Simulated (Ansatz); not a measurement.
# How many bands does the GW gap of Ga2S3 (Cc) need?

Wanted: a G0W0 gap for Ga2S3 (Cc) that is converged in bands and cutoff, or an estimate of the limit.

Main program and level: Ansatz 0.2.0; G0W0 on LDA, plane waves, PAW; PAW set soft_1.

Most raw output is cut from this account.

## 1. The structure

The structure is monoclinic, space group Cc (No. 9). Conventional cell: a = 11.107 Å, b = 6.395 Å, c = 7.021 Å, α = 90.00°, β = 121.17°, γ = 90.00°. Nearest to Ga lie 4 S at 2.19 to 2.33 Å. Nearest to Ga lie 4 S at 2.20 to 2.32 Å. Nearest to S lie 2 Ga at 2.19 to 2.20 Å. Nearest to S lie 3 Ga at 2.31 to 2.32 Å. Nearest to S lie 3 Ga at 2.31 to 2.33 Å. Farther neighbours and most contacts between anions are not listed.

The cell and positions come from the Crystallography Open Database and are kept as given unless a step says otherwise.

## 2. 176 empty bands, screening to 51 eV

G0W0 replaces the xc potential by the self-energy, built once from these orbitals. Only a window of levels is corrected, while the sums run over the empty bands that the input names. This step takes PAW set soft_1 files.

Contents of input.yaml:

```yaml
crystal:
  lattice:
    - [5.5535, -3.1975, 0.0]
    - [5.5535, 3.1975, 0.0]
    - [-3.6339226554, 0.0, 6.0074160114]
  atoms:
    - { symbol: Ga, position: [0.63979, 0.44447, 0.12512] }
    - { symbol: Ga, position: [0.44447, 0.63979, 0.62512] }
    - { symbol: Ga, position: [0.2682, 0.13232, 0.11559] }
    - { symbol: Ga, position: [0.13232, 0.2682, 0.61559] }
    - { symbol: S, position: [0.9089, 0.0811, 0.9838] }
    - { symbol: S, position: [0.0811, 0.9089, 0.4838] }
    - { symbol: S, position: [0.4303, 0.2453, 0.4999] }
    - { symbol: S, position: [0.2453, 0.4303, 0.9999] }
    - { symbol: S, position: [0.5901, 0.7581, 0.0084] }
    - { symbol: S, position: [0.7581, 0.5901, 0.5084] }
kpoints:
  mp_grid: { grid: [4, 4, 2] }
hamiltonian:
  xc: lda
  pseudopotentials: { kind: paw, azcp: { folder: soft_1 }, xc_functional: pbe }
scf:
  occupations: { method: fixed }
gw:
  n_empty_bands: 176
  ecut_chi: 51
  qp_bands: [v3, c3]
  qp_kpoints: band_edges
  screening: { model: contour_deformation }
```

Launch:

```bash
> ansatz run input.yaml --threads 3 --pin off --max-ram 92160MiB --backend cuda --events-out ev --progress --plain --runs-dir out --devices 1 --max-vram 13GiB
```

Run time: 24 s. Hardware: 1 × NVIDIA H100 80GB HBM3 (shared by 6 runs) with 3 threads of AMD EPYC 7R13 (Zen 3), shared host; peak memory 1.4 GiB.

This step gave:

- bands summed: 220
- RPA ε∞ on this mesh (eigenvalues): 6.077, 6.223, 6.796
- plane waves in the screening matrix: 175
- q-points in the mesh: 32
- G0W0 gap on the mesh: 3.032 eV
- k of the valence top: 0, 0, 0
- k of the conduction bottom: 0, 0, 0
- starting gap on the mesh: 1.665 eV
- Z at the valence top: 0.7526
- Z at the conduction bottom: 0.7902
- least direct G0W0 gap on the computed points: 3.032 eV

The gap on the mesh goes from 1.66 eV to 3.03 eV, a correction of +1.37 eV. Between the two edge states, bare exchange in place of the xc potential would open the gap by 7.47 eV, and correlation takes back 6.10 eV.

## 3. 499 empty bands, screening to 102 eV

Bands and screening cutoff are moved together, since each hides the error of the other.

Edit input.yaml of step 2 so:

```diff
@@ -24,4 +24,4 @@
 gw:
-  n_empty_bands: 176
-  ecut_chi: 51
+  n_empty_bands: 499
+  ecut_chi: 102
   qp_bands: [v3, c3]
```

The job ended after 43 s (1 × NVIDIA H100 80GB HBM3 (shared by 6 runs) with 3 threads; peak memory 2.2 GiB; 68 s of CPU time).

This step gave:

* bands summed: 543
* RPA ε∞ on this mesh (eigenvalues): 6.012, 6.156, 6.670
* plane waves in the screening matrix: 495
* q-points in the mesh: 32
* G0W0 gap on the mesh: 3.040 eV
* k of the valence top: 0, 0, 0
* k of the conduction bottom: 0, 0, 0
* starting gap on the mesh: 1.665 eV
* Z at the valence top: 0.7462
* Z at the conduction bottom: 0.7853
* least direct G0W0 gap on the computed points: 3.040 eV

Against the run with 4×4×2 mesh, 176 empty bands, screening to 51 eV, PAW set soft_1 files, the gap moves by +0.009 eV.

## 4. 1073 empty bands, screening to 170 eV

Edit input.yaml of step 3 so:

```diff
@@ -24,4 +24,4 @@
 gw:
-  n_empty_bands: 499
-  ecut_chi: 102
+  n_empty_bands: 1073
+  ecut_chi: 170.0
   qp_bands: [v3, c3]
```

It took 3.3 min on 1 × NVIDIA H100 80GB HBM3 (shared by 6 runs) with 3 threads; peak memory 4.7 GiB; 5.7 min of CPU time.

Numbers from this step:

- bands summed: 1117
- RPA ε∞ on this mesh (eigenvalues): 6.004, 6.148, 6.659
- plane waves in the screening matrix: 1083
- G0W0 gap on the mesh: 3.041 eV
- k of the valence top: 0, 0, 0
- k of the conduction bottom: 0, 0, 0
- starting gap on the mesh: 1.665 eV
- least direct G0W0 gap on the computed points: 3.041 eV

Against the run with 4×4×2 mesh, 499 empty bands, screening to 102 eV, PAW set soft_1 files, the gap moves by +0.0003 eV.

## 5. Changing the k mesh: 2×2×2 mesh, 499 empty bands, screening to 102 eV, PAW set soft_1 files

A second mesh at equal bands and cutoff isolates the sampling error. Bands and cutoff differ from the step before, so it is read against an earlier run that matches them.

Edit input.yaml of step 4 so:

```diff
@@ -17,3 +17,3 @@
 kpoints:
-  mp_grid: { grid: [4, 4, 2] }
+  mp_grid: { grid: [2, 2, 2] }
 hamiltonian:
@@ -24,4 +24,4 @@
 gw:
-  n_empty_bands: 1073
-  ecut_chi: 170.0
+  n_empty_bands: 499
+  ecut_chi: 102
   qp_bands: [v3, c3]
```

Run time: 19 s. Hardware: 1 × NVIDIA H100 80GB HBM3 (shared by 6 runs) with 3 threads; peak memory 1.6 GiB.

This step gave:

| Item | Value |
| --- | --- |
| bands summed | 543 |
| RPA ε∞ on this mesh (eigenvalues) | 7.031, 7.184, 7.933 |
| plane waves in the screening matrix | 495 |
| G0W0 gap on the mesh | 2.981 eV |
| k of the valence top | 0, 0, 0 |
| k of the conduction bottom | 0, 0, 0 |
| starting gap on the mesh | 1.662 eV |
| least direct G0W0 gap on the computed points | 2.981 eV |

Against the run with 4×4×2 mesh, 499 empty bands, screening to 102 eV, PAW set soft_1 files, the gap moves by −0.06 eV.

## 6. Changing the frequency model: 4×4×2 mesh, 499 empty bands, screening to 102 eV, plasmon pole, PAW set soft_1 files

A plasmon pole stands in for the full frequency dependence of the screening; this run shows what that costs in accuracy.

Edit input.yaml of step 5 so:

```diff
@@ -17,3 +17,3 @@
 kpoints:
-  mp_grid: { grid: [2, 2, 2] }
+  mp_grid: { grid: [4, 4, 2] }
 hamiltonian:
@@ -28,2 +28,2 @@
   qp_kpoints: band_edges
-  screening: { model: contour_deformation }
+  screening: { model: godby_needs }
```

It took 85 s on 1 × NVIDIA H100 80GB HBM3 (shared by 6 runs) with 3 threads; peak memory 3.1 GiB; 3.1 min of CPU time.

Numbers from this step:

```
bands summed                                 : 543
plasmon-pole fit frequency                   : 23.85 eV
RPA ε∞ on this mesh (eigenvalues)            : 6.012, 6.156, 6.670
plane waves in the screening matrix          : 495
G0W0 gap on the mesh                         : 3.073 eV
k of the valence top                         : 0, 0, 0
k of the conduction bottom                   : 0, 0, 0
starting gap on the mesh                     : 1.665 eV
least direct G0W0 gap on the computed points : 3.073 eV
```

Against the run with 4×4×2 mesh, 499 empty bands, screening to 102 eV, PAW set soft_1 files, the gap moves by +0.03 eV.

## 7. Changing the files: 4×4×2 mesh, 499 empty bands, screening to 102 eV, hard PAW files

Other atomic data (hard PAW) test the pseudisation: the cutoff goes from 420 to 1020 eV and the valence electrons from 88 to 120, which opens shells that were frozen.

This step: G0W0 on LDA, plane waves, PAW.

Edit input.yaml of step 6 so:

```diff
@@ -20,3 +20,3 @@
   xc: lda
-  pseudopotentials: { kind: paw, azcp: { folder: soft_1 }, xc_functional: pbe }
+  pseudopotentials: { kind: paw, source: ansatz }
 scf:
@@ -28,2 +28,2 @@
   qp_kpoints: band_edges
-  screening: { model: godby_needs }
+  screening: { model: contour_deformation }
```

The job ended after 6.1 min (1 × NVIDIA H100 80GB HBM3 (shared by 6 runs) with 3 threads; peak memory 4.3 GiB).

This step gave:

```
bands summed                                 : 559
RPA ε∞ on this mesh (eigenvalues)            : 6.017, 6.162, 6.676
plane waves in the screening matrix          : 495
G0W0 gap on the mesh                         : 3.034 eV
k of the valence top                         : 0, 0, 0
k of the conduction bottom                   : 0, 0, 0
starting gap on the mesh                     : 1.664 eV
least direct G0W0 gap on the computed points : 3.034 eV
```

Against the run with 4×4×2 mesh, 499 empty bands, screening to 102 eV, PAW set soft_1 files, the gap moves by −0.006 eV.

## 8. The runs together

Times are wall times on 1 × NVIDIA H100 80GB HBM3 (shared by 6 runs) with 3 threads of AMD EPYC 7R13 (Zen 3), shared host, good to a factor of about two.

```csv
mesh,files,frequency,bands summed,cutoff (eV),start (eV),G0W0 (eV),time,host memory (GiB)
4×4×2,PAW set soft_1,contour deformation,220,51,1.665,3.032,24 s,1.4
4×4×2,PAW set soft_1,contour deformation,543,102,1.665,3.040,43 s,2.2
4×4×2,PAW set soft_1,contour deformation,1117,170,1.665,3.041,3.3 min,4.7
2×2×2,PAW set soft_1,contour deformation,543,102,1.662,2.981,19 s,1.6
4×4×2,PAW set soft_1,plasmon pole,543,102,1.665,3.073,85 s,3.1
4×4×2,hard PAW,contour deformation,559,102,1.664,3.034,6.1 min,4.3
```

How the two edges are built up, in eV (the quasiparticle level is the starting level plus Σx plus Σc less Vxc):

```csv
run,edge,start,Σx,Σc,Vxc,Z,QP
220 bands,valence top,5.51,-18.62,2.60,-15.80,0.75,5.29
220 bands,conduction bottom,7.17,-10.41,-3.50,-15.06,0.79,8.32
543 bands,valence top,5.51,-18.62,2.25,-15.80,0.75,4.94
543 bands,conduction bottom,7.17,-10.41,-3.84,-15.06,0.79,7.98
1117 bands,valence top,5.51,-18.62,2.06,-15.80,0.74,4.74
1117 bands,conduction bottom,7.17,-10.41,-4.04,-15.06,0.78,7.78
```

## 9. Summary of results

* 220 bands, 51 eV: 3.032 eV
* 543 bands, 102 eV: 3.040 eV
* 1117 bands, 170 eV: 3.041 eV
* estimated limit in bands and cutoff: 3.04 eV
* mesh and start: 4×4×2, LDA

In words: A line in one over the bands through the two highest rungs gives 3.04 eV, +0.0003 eV from the top rung; the pair below gives 3.05 eV, so the series converges faster than that law. The rungs stand 0.01 eV (220 bands), 0.00 eV (543 bands) and 0.00 eV (1117 bands) from it. From 220 to 1117 bands the gap moves by +0.01 eV while the time grows 8.2-fold. Σc changes by −0.55 eV at the valence top and −0.54 eV at the conduction bottom, so the levels themselves move more than the gap between them. On the 2×2×2 mesh in place of 4×4×2 the gap differs by −0.06 eV, of which −0.003 eV is already in the start. The plasmon-pole model gives +0.03 eV against contour deformation, 2 % of the correction, and saved no time in this program. Hard PAW files move the gap by −0.01 eV at equal bands and cutoff, −0.001 eV of it in the start. The cheapest rung within 0.1 eV of this estimate is that with 220 bands (24 s). The 4×4×2 mesh is coarse for this cell (its supercell is 14 Å along the shortest edge). The RPA ε∞ on it, from the LDA start, is 6.00, 6.15 and 6.66; such meshes misread the long-range screening, most where the gap is narrow. The many-body steps are scalar-relativistic: spin-orbit coupling is not in them.

[Paths, hosts, dates, memory and timing lines, banners, echoed tables and standing remarks are left out of the program output.]

[Logs are printed without paths, hosts, clocks, repeated set-up lines and the standing remarks that a program may print on its own settings, such as how far it seeks lower states.]

[Runs of the session that timed out or met a known fault of the program may be left out.]

[Cells called generated may have been cut or substituted from an entry of the Crystallography Open Database or the Materials Project.]

[Hosts, paths, dates, database ids (printed as entryN), source tags and the programs' standing remarks are cut or masked in the printed files.]
